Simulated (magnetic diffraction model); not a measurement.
**Magnetic neutron pattern of Fe₂NiS₄**

Space group Fd-3m (no. 227, origin choice 1), a = 10.5680 Å.

| site | atom | x | y | z |
| --- | --- | --- | --- | --- |
| 8b | Ni | 1/4 | 3/4 | 1/4 |
| 16c | Fe | 1/8 | 1/8 | 1/8 |
| 32e | S | 0.3826 | 0.8826 | 0.3826 |

The compound is invented for this exercise: a known structure type with other elements, its cell scaled to their sizes and not relaxed.

Only Ni and Fe are taken to order (form factors of Ni2+ and Fe3+); orders and moment sizes are assumed, and not adapted to the symmetry. Radiation: neutrons of λ = 4.2 Å, 3° to 90°; isotropic B of 0.42 Å² (Ni), 0.57 Å² (Fe) and 0.45 Å² (S). The intensities are simulated: I ∝ L Σ (|F_N|² + |F_M⊥|²) for unpolarised neutrons, with F_M = 2.695 fm/μB × Σ f(s) S exp(2πi Q·r) exp(−B s²) at Q = H ± k (one set where k and −k are equivalent), only the part normal to Q counting and L = 1/(sin²θ cos θ). For a modulated order the moment at position r is S exp(−2πi k·r) + c.c., with S = m/2 for a sine wave of amplitude m and S = m(u + iv)/2 for moments turning in a plane, u and v being orthogonal unit vectors in it; the phase factor of the sum at Q = H + k is then exp(2πi H·r). Form factors are spin-only for 3d ions and dipole or tabulated for f ions, scattering lengths are Sears's of 1992, and absorption is left out. A label names one of the reflections at its angle. The strongest nuclear line in the range is 100, and lines under 0.2 are left out.

Assume the order k = (0 0 0.167), a sine wave with moments along [010] (amplitudes given), 1.52 μB on Ni and 3.2 μB on Fe; signs + at (1/4, 3/4, 1/4), + at (0, 0, 1/2), + at (1/8, 1/8, 1/8), − at (7/8, 7/8, 1/8), − at (3/8, 1/8, 3/8), − at (5/8, 7/8, 3/8).

Predict the pattern, nuclear and magnetic parts apart.

```csv
2θ (°),index,nuclear,magnetic
3.80,(0 0 0.167),0.0,47.9
38.07,(1 1 0.833),0.0,6.2
40.26,(1 1 1),3.2,0.0
42.72,(0 0 1.833),0.0,1.4
42.73,(1 1 1.167),0.0,5.5
47.01,(2 0 0.167),0.0,2.2
51.01,(0 0 2.167),0.0,0.9
65.24,(2 0 1.833),0.0,2.1
68.39,(2 2 0),25.2,0.0
68.53,(2 2 0.167),0.0,1.3
71.75,(2 0 2.167),0.0,1.9
77.98,(1 1 2.833),0.0,1.2
81.06,(3 1 0.833),0.0,1.3
82.46,(3 1 1),100.0,0.0
84.10,(2 2 1.833),0.0,1.0
84.11,(3 1 1.167),0.0,1.3
87.00,(2 2 2),6.8,0.0
87.14,(1 1 3.167),0.0,1.0
```

The strongest magnetic line in the range is (0 0 0.167) at 3.80° (47.9). On top of the Lorentz factor, which all lines share, magnetic lines fade with angle because f falls: for Ni2+ it is 0.92, 0.73, 0.52 and 0.21 at sin θ/λ = 0.1, 0.2, 0.3 and 0.5 Å⁻¹, while nuclear lengths stay constant. The order has no net moment.

[Logs are printed without paths, hosts, clocks, repeated set-up lines and the standing remarks that a program may print on its own settings, such as how far it seeks lower states.]
